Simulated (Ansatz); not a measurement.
# The perfect Ge wire along [110], 8 atoms a period, H-terminated, part 2 of 3

Aim: is the Ge wire along [110], 8 atoms a period, H-terminated a metal or a semiconductor?

Ansatz 0.2.0; DFT PBE, plane waves, PAW; relaxation of a wire's period; PAW set soft_1 (the session's first sound run).

So far, band gap (eV): step 3 (the perfect wire) 2.00.

**4. Levels at the same atoms, cutoff 500 eV, k-mesh 1×1×15**

This step: DFT r2SCAN, plane waves, PAW; bands of a perfect wire at the PBE geometry; PAW set soft_1 (Ansatz 0.2.0).

The atoms stay at the PBE geometry and the functional changes. r2SCAN also reads the kinetic-energy density; it often gives larger moments and wider gaps than PBE, at a higher cost. Against the first PBE run of this kind, the cutoff is 500 eV against 420 and the mesh along the wire has 15 points against 20.

File input.yaml:

```yaml
crystal:
  lattice:
    - [15.801, 0.0, 0.0]
    - [0.0, 13.42, 0.0]
    - [0.0, 0.0, 4.0594920268]
  atoms:
    - { symbol: H, position: [0.399129916, 0.742630016, 0.0] }
    - { symbol: H, position: [0.399129916, 0.257400117, 0.0] }
    - { symbol: Ge, position: [0.455875976, 0.352093352, 0.0] }
    - { symbol: H, position: [0.21786397, 0.593013017, 0.5] }
    - { symbol: H, position: [0.21786397, 0.407017116, 0.5] }
    - { symbol: Ge, position: [0.275901651, 0.500015067, 0.5] }
    - { symbol: Ge, position: [0.544145089, 0.647936781, 0.5] }
    - { symbol: Ge, position: [0.544145089, 0.352093352, 0.5] }
    - { symbol: H, position: [0.600891148, 0.742630016, 0.5] }
    - { symbol: H, position: [0.600891148, 0.257400117, 0.5] }
    - { symbol: Ge, position: [0.63607502, 0.500015067, 0.5] }
    - { symbol: Ge, position: [0.363946045, 0.500015067, 0.0] }
    - { symbol: Ge, position: [0.455875976, 0.647936781, 0.0] }
    - { symbol: Ge, position: [0.724119414, 0.500015067, 0.0] }
    - { symbol: H, position: [0.782157095, 0.593013017, 0.0] }
    - { symbol: H, position: [0.782157095, 0.407017116, 0.0] }
kpoints:
  mp_grid: { grid: [1, 1, 15] }
  band_path: { path: ["Γ", Z], npoints: 90 }
scf:
  occupations: { method: fermi_dirac, width: 0.05 }
hamiltonian:
  xc: r2scan
  pseudopotentials: { kind: paw, azcp: { folder: soft_1 } }
```

Started as:

```console
> ansatz run input.yaml --threads 4 --pin off --max-ram 16384MiB --backend cpu --events-out ev --progress --plain --runs-dir out
```

Numbers of over 12 decimals in the logs are rounded to 6 here.

The program printed:

```text
[...]
Crystal: 16 atoms, lattice volume = 860.813 Å³
Basis set: ecut = 500 eV, 21931 PW (Γ), exchange–correlation on 480×400×120 points (64 copies of the dense FFT grid, shifted against one another)
Bands: 76, of which v1, the nominal top of the filled ones, is band 60 counted from 1 (59 counted from 0)
Symmetry: 8 space group operations
[...]
k-points: 8 of 15
[...]
--- Band table (eV; the first three rows and the last of 8) ---
  k-point 0: bands = [... 56 lower, -3.4016, -3.1664, -3.0097, -2.3054, -0.0091, 0.0047, 0.0073, 0.1531, ... 12 higher]
  k-point 1: bands = [... 56 lower, -3.6466, -3.2826, -3.1858, -2.6395, 0.3122, 0.3215, 0.3484, 0.5469, ... 12 higher]
  k-point 2: bands = [... 56 lower, -3.8147, -3.7581, -3.2622, -3.2391, 0.9936, 1.0416, 1.1114, 1.2405, ... 12 higher]
  k-point 7: bands = [... 56 lower, -4.1857, -4.1606, -4.1597, -4.1169, 0.9570, 0.9639, 1.0588, 1.1298, ... 12 higher]
[key lines of the parts left out:]
SCF converged after 9 iterations
Free energy (F): -34549.043163 eV
Fermi energy:    -1.180376 eV
```

It took 2 min on 4 threads of Arm Neoverse V1, shared host; peak memory 5.1 GiB; 7.8 min of CPU time.

Numbers from this step:

```
band gap : 2.296 eV
```

Electronic bands along the path, in eV, zero at the Fermi level; v1 is the highest filled band, c1 the lowest empty one:

| point | v4 | v3 | v2 | v1 | c1 | c2 | c3 | c4 |
| --- | --- | --- | --- | --- | --- | --- | --- | --- |
| Γ | -2.22 | -1.99 | -1.83 | -1.12 | 1.17 | 1.19 | 1.19 | 1.33 |
| halfway | -2.77 | -2.72 | -2.63 | -2.37 | 2.22 | 2.42 | 2.56 | 2.60 |
| Z | -3.01 | -3.01 | -2.96 | -2.96 | 2.13 | 2.13 | 2.32 | 2.32 |

The gap is 2.30 eV, against 2.00 eV under PBE at the relaxed period.

**5. Levels at the same atoms, level HSE06, cutoff 420 eV**

This step: DFT HSE06, plane waves, PAW; levels of a perfect wire at the PBE geometry; PAW set soft_1 (Ansatz 0.2.0).

The atoms stay at the PBE geometry and the functional changes. HSE06 mixes in a quarter of short-range exact exchange, which removes part of the self-interaction that closes gaps; it is dear, so the mesh is thinner and no path is run. Against the first PBE run of this kind, the mesh along the wire has 8 points against 20.

Edit input.yaml of step 4 so:

```diff
@@ -23,4 +23,3 @@
 kpoints:
-  mp_grid: { grid: [1, 1, 15] }
-  band_path: { path: ["Γ", Z], npoints: 90 }
+  mp_grid: { grid: [1, 1, 8] }
 scf:
@@ -28,3 +27,3 @@
 hamiltonian:
-  xc: r2scan
+  xc: hse06
   pseudopotentials: { kind: paw, azcp: { folder: soft_1 } }
```

The program printed:

```text
[...]
Crystal: 16 atoms, lattice volume = 860.813 Å³
Basis set: ecut = 420 eV, 16873 PW (Γ)
Bands: 76, of which v1, the nominal top of the filled ones, is band 60 counted from 1 (59 counted from 0)
Symmetry: 8 space group operations
[...]
k-points: 5 of 8
[...]
SCF iter   6: F=-34485.150257 eV  HF=-34485.150528 eV  |F-HF|=2.72e-4  |Δ(HF+E_count)|=   2.81e-4  Δρ=1.33e-4  dr2=3.53e-4  ethr=2.26e-6  ⟨swp⟩=3.2  Hψ=809  notcnv=0
[...]
--- Band table (eV; the first three rows and the last of 5) ---
  k-point 0: bands = [... 56 lower, -3.6813, -3.3925, -3.2302, -2.4987, 0.1602, 0.1990]
  k-point 1: bands = [... 56 lower, -4.0922, -3.9767, -3.5055, -3.3867, 1.1257, 1.1971]
  k-point 2: bands = [... 56 lower, -4.2332, -4.2161, -4.0893, -3.8131, 1.1626, 1.4284]
  k-point 4: bands = [... 56 lower, -4.4746, -4.4746, -4.4417, -4.4417, 1.1608, 1.1608]
  guard bands above this table: 14 of the run's 76 bands. The solve was not asked for them (output.publish_guard_bands: true or output.eigenvalues: true publishes all)
[key lines of the parts left out:]
Free energy (F): -34492.546940 eV
Fermi energy:    -1.182741 eV
```

It took 3.4 min on 4 threads; peak memory 13 GiB.

This step gave:

* band gap: 2.659 eV

The gap is 2.66 eV, against 2.00 eV under PBE at the relaxed period.

**6. Two-component spinors, k-mesh 1×1×13**

This step: DFT PBE, plane waves, fully relativistic PAW; bands of a perfect wire with spin-orbit coupling; PAW set soft_1 (Ansatz 0.2.0).

Spin-orbit coupling mixes the spins and splits bands that cross or touch without it, so it can open or close channels. Fully relativistic datasets take the place of the scalar ones. Against the first PBE run of this kind, the mesh along the wire has 13 points against 20.

Edit input.yaml of step 5 so:

```diff
@@ -23,3 +23,4 @@
 kpoints:
-  mp_grid: { grid: [1, 1, 8] }
+  mp_grid: { grid: [1, 1, 13] }
+  band_path: { path: ["Γ", Z], npoints: 90 }
 scf:
@@ -27,3 +28,6 @@
 hamiltonian:
-  xc: hse06
-  pseudopotentials: { kind: paw, azcp: { folder: soft_1 } }
+  xc: pbe
+  pseudopotentials: { kind: paw_fr, azcp: { folder: soft_1 } }
+magnetization:
+  noncollinear: true
+  spin_orbit: true
```

The program printed:

```text
[...]
non-collinear run that drives no moment, with spin-orbit: no starting moment large enough to seed its density (crystal.atoms[].spin), no starting occupations that ask for one, no magnetisation constraint and no magnetic field, so the semilocal B_xc is pinned to zero
Crystal: 16 atoms, lattice volume = 860.813 Å³
Basis set: ecut = 420 eV, 16873 PW (Γ)
[...]
k-point 0: bands = [... 116 lower, -2.7822, -2.7822, -2.1128, -2.1128, -0.1202, -0.1202, -0.1177, -0.1177, ... 28 higher]
  k-point 1: bands = [... 116 lower, -2.9679, -2.9679, -2.5355, -2.5355, 0.2753, 0.2753, 0.3051, 0.3051, ... 28 higher]
  k-point 2: bands = [... 116 lower, -3.1779, -3.1779, -3.0594, -3.0594, 0.9786, 0.9786, 1.0582, 1.0582, ... 28 higher]
  k-point 6: bands = [... 116 lower, -3.8527, -3.8527, -3.8099, -3.8099, 0.7595, 0.7595, 0.7675, 0.7675, ... 28 higher]
[key lines of the parts left out:]
SCF converged after 10 iterations
Magnetization: |M| = 0.0000 μB,  M = (+0.0000, +0.0000, +0.0000) μB
Free energy (F): -34485.941581 eV
Fermi energy:    -1.140702 eV
```

Run time: 20 min. Hardware: 4 threads; peak memory 13 GiB; 82 min of CPU time.

This step gave:

```yaml
band_gap: 1.993 eV
```

The gap is 1.99 eV, against 2.00 eV under PBE at the relaxed period, with no moment.

**7. The ladder**

Times are for 4 threads of Arm Neoverse V1, shared host. The runs compared:

| no. | run | band gap (eV) | time | memory (GiB) |
| --- | --- | --- | --- | --- |
| 1 | lead | 1.998 | 71 s | 3.3 |
| 2 | levels | 2.296 | 2 min | 5.1 |
| 3 | levels | 2.659 | 3.4 min | 13 |
| 4 | SOC | 1.993 | 20 min | 13 |

**8. Strain along the wire, period over the relaxed period 1.1**

This step: DFT PBE, plane waves, PAW; relaxation at a fixed period; PAW set soft_1 (Ansatz 0.2.0).

The period is set to 1.1 times the relaxed one and the atoms relax within it: strain changes bond lengths and angles, which shifts the bands against each other. Against the first PBE run of this kind, the mesh along the wire has 14 points against 20.

The cell differs from the one that the last finished run ended in (c 4.059 → 4.465 Å).

Edit input.yaml of step 6 so:

```diff
@@ -4,3 +4,3 @@
     - [0.0, 13.42, 0.0]
-    - [0.0, 0.0, 4.0594920268]
+    - [0.0, 0.0, 4.4654412295]
   atoms:
@@ -23,3 +23,3 @@
 kpoints:
-  mp_grid: { grid: [1, 1, 13] }
+  mp_grid: { grid: [1, 1, 14] }
   band_path: { path: ["Γ", Z], npoints: 90 }
@@ -29,5 +29,7 @@
   xc: pbe
-  pseudopotentials: { kind: paw_fr, azcp: { folder: soft_1 } }
-magnetization:
-  noncollinear: true
-  spin_orbit: true
+  pseudopotentials: { kind: paw, azcp: { folder: soft_1 } }
+relax:
+  max_steps: 40
+  f_tol: 0.02
+output:
+  stress: true
```

The program printed:

```text
Warning: output.stress: scf.convergence.dr2_threshold = 1e-7 eV (the SCF's general default) is looser than the 1.6e-9 eV advised for a printed stress (1e-10 eV for each atom of the cell: 16). What an SCF threshold leaves in a stress goes as its square root, and in the free energy as the threshold itself, and one threshold admits the most on a small cell: [figures from the program's tests cut] Every solve of this run  [...]
[...]
Crystal: 16 atoms, lattice volume = 946.894 Å³
Basis set: ecut = 420 eV, 18583 PW (Γ), exchange–correlation on 216×180×60 points (8 copies of the dense FFT grid, shifted against one another)
Bands: 76, of which v1, the nominal top of the filled ones, is band 60 counted from 1 (59 counted from 0)
Symmetry: 8 space group operations
[...]
k-points: 8 of 14
[...]
SCF iter   1: F=—  HF=-34486.476933 eV  |F-HF|=—  |Δ(HF+E_count)|=         —  Δρ=3.01e-2  dr2=7.29e0  ethr=3.10e-3  ⟨swp⟩=7.8  Hψ=2621  notcnv=0  defer=2
[...]
SCF iter   7: F=-34484.339366 eV  HF=-34484.339364 eV  |F-HF|=1.83e-6  |Δ(HF+E_count)|=   7.94e-5  Δρ=2.80e-5  dr2=9.11e-6  ethr=8.33e-9  ⟨swp⟩=3.1  Hψ=2199  notcnv=0
SCF 1 converged in 7 iterations: F = -34484.339366 eV  dr2 = 9.11e-6
[...]
relax step   1: F+E_penalty+E_count = -34484.33936613 eV  Δ(F+E_penalty+E_count) = +0.000e0 eV  max|allowed force component| = 6.478e-1 eV/Å  Δτ_max = 0.0000 Å  (7 SCF iters, dr2 threshold 1.00e-5 eV, accepted)
[...]
SCF iter   6: F=-34484.412609 eV  HF=-34484.412615 eV  |F-HF|=6.07e-6  |Δ(HF+E_count)|=   1.36e-5  Δρ=2.56e-5  dr2=9.29e-6  ethr=2.19e-8  ⟨swp⟩=4.4  Hψ=1816  notcnv=0
SCF 2 converged in 6 iterations: F = -34484.412609 eV  dr2 = 9.29e-6
relax step   2: F+E_penalty+E_count = -34484.41260924 eV  Δ(F+E_penalty+E_count) = -7.324e-2 eV  max|allowed force component| = 4.867e-1 eV/Å  Δτ_max = 0.1944 Å  (6 SCF iters, dr2 threshold 2.62e-5 eV, accepted)
SCF iter   1: F=—  HF=-34484.475887 eV  |F-HF|=—  |Δ(HF+E_count)|=         —  Δρ=3.04e-3  dr2=4.32e-2  ethr=3.24e-4  ⟨swp⟩=4.8  Hψ=1229  notcnv=0  defer=73
[...]
SCF iter   5: F=-34484.468648 eV  HF=-34484.468654 eV  |F-HF|=5.64e-6  |Δ(HF+E_count)|=   7.06e-6  Δρ=2.21e-5  dr2=7.02e-6  ethr=1.23e-8  ⟨swp⟩=4.9  Hψ=2037  notcnv=0
SCF 3 converged in 5 iterations: F = -34484.468648 eV  dr2 = 7.02e-6
relax step   3: F+E_penalty+E_count = -34484.46864810 eV  Δ(F+E_penalty+E_count) = -5.604e-2 eV  max|allowed force component| = 3.530e-2 eV/Å  Δτ_max = 0.0529 Å  (5 SCF iters, dr2 threshold 1.48e-5 eV, accepted)
SCF iter   1: F=—  HF=-34484.472594 eV  |F-HF|=—  |Δ(HF+E_count)|=         —  Δρ=1.56e-3  dr2=1.19e-2  ethr=1.17e-4  ⟨swp⟩=3.0  Hψ=1038  notcnv=0  defer=73
[...]
SCF iter   7: F=-34484.471091 eV  HF=-34484.471091 eV  |F-HF|=6.49e-9  |Δ(HF+E_count)|=   2.30e-9  Δρ=9.40e-7  dr2=1.15e-8  ethr=8.33e-11  ⟨swp⟩=4.2  Hψ=1747  notcnv=0
SCF 4 converged in 7 iterations: F = -34484.471091 eV  dr2 = 1.15e-8
relax step   4: F+E_penalty+E_count = -34484.47109059 eV  Δ(F+E_penalty+E_count) = -2.442e-3 eV  max|allowed force component| = 1.442e-2 eV/Å  Δτ_max = 0.0303 Å  (7 SCF iters, accepted)
[...]
the band table was solved once a step of the walk had ended and its energy, with any forces and stress, was formed, with the checks that follow a solve (3422 applications of the Hamiltonian). They found nothing against the state; the energy, forces and stress were not computed again (output.eigenvalues in the input reference)
[...]
SCF converged after 7 iterations
Free energy (F): -34484.471091 eV
[...]
Internal energy: -34484.471090 eV  (E = F + TS)
E sigma→0 (E₀):  -34484.471091 eV
Entropy (-TS):   -0.000000 eV (-0.000 meV/atom)
Fermi energy:    -2.178013 eV
[...]
--- Forces (eV/Å), atoms counted from 1 ---
  atom   1  H      0.00445585     0.00392765     0.00000000
  atom   2  H      0.00445585    -0.00392765     0.00000000
  atom   3  Ge     0.00738994    -0.00443697     0.00000000
  atom   4  H     -0.00089764    -0.00102329     0.00000000
  atom   5  H     -0.00089764     0.00102329     0.00000000
  atom   6  Ge     0.01441578     0.00000000     0.00000000
  atom   7  Ge    -0.00738994     0.00443697     0.00000000
  atom   8  Ge    -0.00738994    -0.00443697     0.00000000
  atom   9  H     -0.00445585     0.00392765     0.00000000
  atom  10  H     -0.00445585    -0.00392765     0.00000000
  atom  11  Ge    -0.01045461     0.00000000     0.00000000
  atom  12  Ge     0.01045461     0.00000000     0.00000000
  atom  13  Ge     0.00738994     0.00443697     0.00000000
  atom  14  Ge    -0.01441578     0.00000000     0.00000000
  atom  15  H      0.00089764    -0.00102329     0.00000000
  atom  16  H      0.00089764     0.00102329     0.00000000
  max |Σ_I F_I| component: 1.63e-18 eV/Å
--- Stress (GPa, compression-positive) ---
       -0.029320       0.000000       0.000000
        0.000000       0.016260       0.000000
        0.000000       0.000000      -2.293609
  P = ⅓ Tr σ = -0.7689 GPa (-7.689 kbar)
--- Band table (eV; the first three rows and the last of 8) ---
  k-point 0: bands = [... 56 lower, -3.5847, -3.5482, -3.2403, -2.8810, -1.4491, -1.4306, -1.2887, -1.2390, ... 12 higher]
  k-point 1: bands = [... 56 lower, -3.7134, -3.5712, -3.1470, -3.1371, -1.1303, -1.0767, -1.0522, -0.9750, ... 12 higher]
  k-point 2: bands = [... 56 lower, -3.7871, -3.6392, -3.4471, -3.1149, -0.4723, -0.4514, -0.4232, -0.2222, ... 12 higher]
  k-point 7: bands = [... 56 lower, -4.0854, -4.0854, -3.8451, -3.8451, 0.5957, 0.5957, 0.8169, 0.8169, ... 12 higher]
--- Relaxed structure (4 steps of the walk, 4 accepted, 0 SCFs on fresh bases) ---
  F+E_penalty+E_count = -34484.47109059 eV   max|allowed force component| = 1.442e-2 eV/Å
  atoms:
    - { symbol: H, position: [0.402403, 0.742157, 0.0] }
    - { symbol: H, position: [0.402403, 0.257873, 0.0] }
    - { symbol: Ge, position: [0.459264, 0.352809, 0.0] }
    - { symbol: H, position: [0.225727, 0.592602, 0.5] }
    - { symbol: H, position: [0.225727, 0.407428, 0.5] }
    - { symbol: Ge, position: [0.284674, 0.500015066625, 0.5] }
    - { symbol: Ge, position: [0.540757, 0.647221, 0.5] }
    - { symbol: Ge, position: [0.540757, 0.352809, 0.5] }
    - { symbol: H, position: [0.597618, 0.742157, 0.5] }
    - { symbol: H, position: [0.597618, 0.257873, 0.5] }
    - { symbol: Ge, position: [0.634332, 0.500015066625, 0.5] }
    - { symbol: Ge, position: [0.365689, 0.500015066625, 0.0] }
    - { symbol: Ge, position: [0.459264, 0.647221, 0.0] }
    - { symbol: Ge, position: [0.715347, 0.500015066625, 0.0] }
    - { symbol: H, position: [0.774294, 0.592602, 0.0] }
    - { symbol: H, position: [0.774294, 0.407428, 0.0] }
```

Wall time 92 s (4 threads); peak memory 3.7 GiB; 6 min of CPU time.

Step by step:

| step | energy less that of the first step (eV) | largest force component (eV/Å) |
| --- | --- | --- |
| 1 | 0.0000 | 0.6478 |
| 2 | -0.0732 | 0.4867 |
| 3 | -0.1293 | 0.0353 |
| 4 | -0.1317 | 0.0144 |

The run keeps the 8 symmetry operations that it works with, so distortions that break them were not tested.

The atoms that moved most (Å):

| atom | dx | dy | dz | length |
| --- | --- | --- | --- | --- |
| Ge14 | -0.139 | 0.000 | 0.000 | 0.139 |
| Ge6 | 0.139 | 0.000 | 0.000 | 0.139 |
| H16 | -0.124 | 0.006 | 0.000 | 0.124 |
| H15 | -0.124 | -0.006 | 0.000 | 0.124 |
| H5 | 0.124 | 0.006 | 0.000 | 0.124 |
| H4 | 0.124 | -0.006 | 0.000 | 0.124 |
| Ge8 | -0.054 | 0.010 | 0.000 | 0.054 |
| Ge7 | -0.054 | -0.010 | 0.000 | 0.054 |

Final coordinates:

```cif
data_structure
_symmetry_space_group_name_H-M 'P 1'
_symmetry_Int_Tables_number 1
_cell_length_a 15.8010
_cell_length_b 13.4200
_cell_length_c 4.4654
_cell_angle_alpha 90.000
_cell_angle_beta 90.000
_cell_angle_gamma 90.000
_cell_volume 946.89
loop_
_atom_site_label
_atom_site_type_symbol
_atom_site_fract_x
_atom_site_fract_y
_atom_site_fract_z
_atom_site_occupancy
H1 H 0.40240 0.74216 0.00000 1
H2 H 0.40240 0.25787 0.00000 1
Ge3 Ge 0.45926 0.35281 0.00000 1
H4 H 0.22573 0.59260 0.50000 1
H5 H 0.22573 0.40743 0.50000 1
Ge6 Ge 0.28467 0.50002 0.50000 1
Ge7 Ge 0.54076 0.64722 0.50000 1
Ge8 Ge 0.54076 0.35281 0.50000 1
H9 H 0.59762 0.74216 0.50000 1
H10 H 0.59762 0.25787 0.50000 1
Ge11 Ge 0.63433 0.50002 0.50000 1
Ge12 Ge 0.36569 0.50002 0.00000 1
Ge13 Ge 0.45926 0.64722 0.00000 1
Ge14 Ge 0.71535 0.50002 0.00000 1
H15 H 0.77429 0.59260 0.00000 1
H16 H 0.77429 0.40743 0.00000 1
```

This step gave:

* band gap: 1.432 eV

(Continued in part 3 of 3.)

[Logs are printed without paths, hosts, clocks, repeated set-up lines and the standing remarks that a program may print on its own settings, such as how far it seeks lower states.]

[Hosts, paths, dates, database ids (printed as entryN), source tags and the programs' standing remarks are cut or masked in the printed files.]
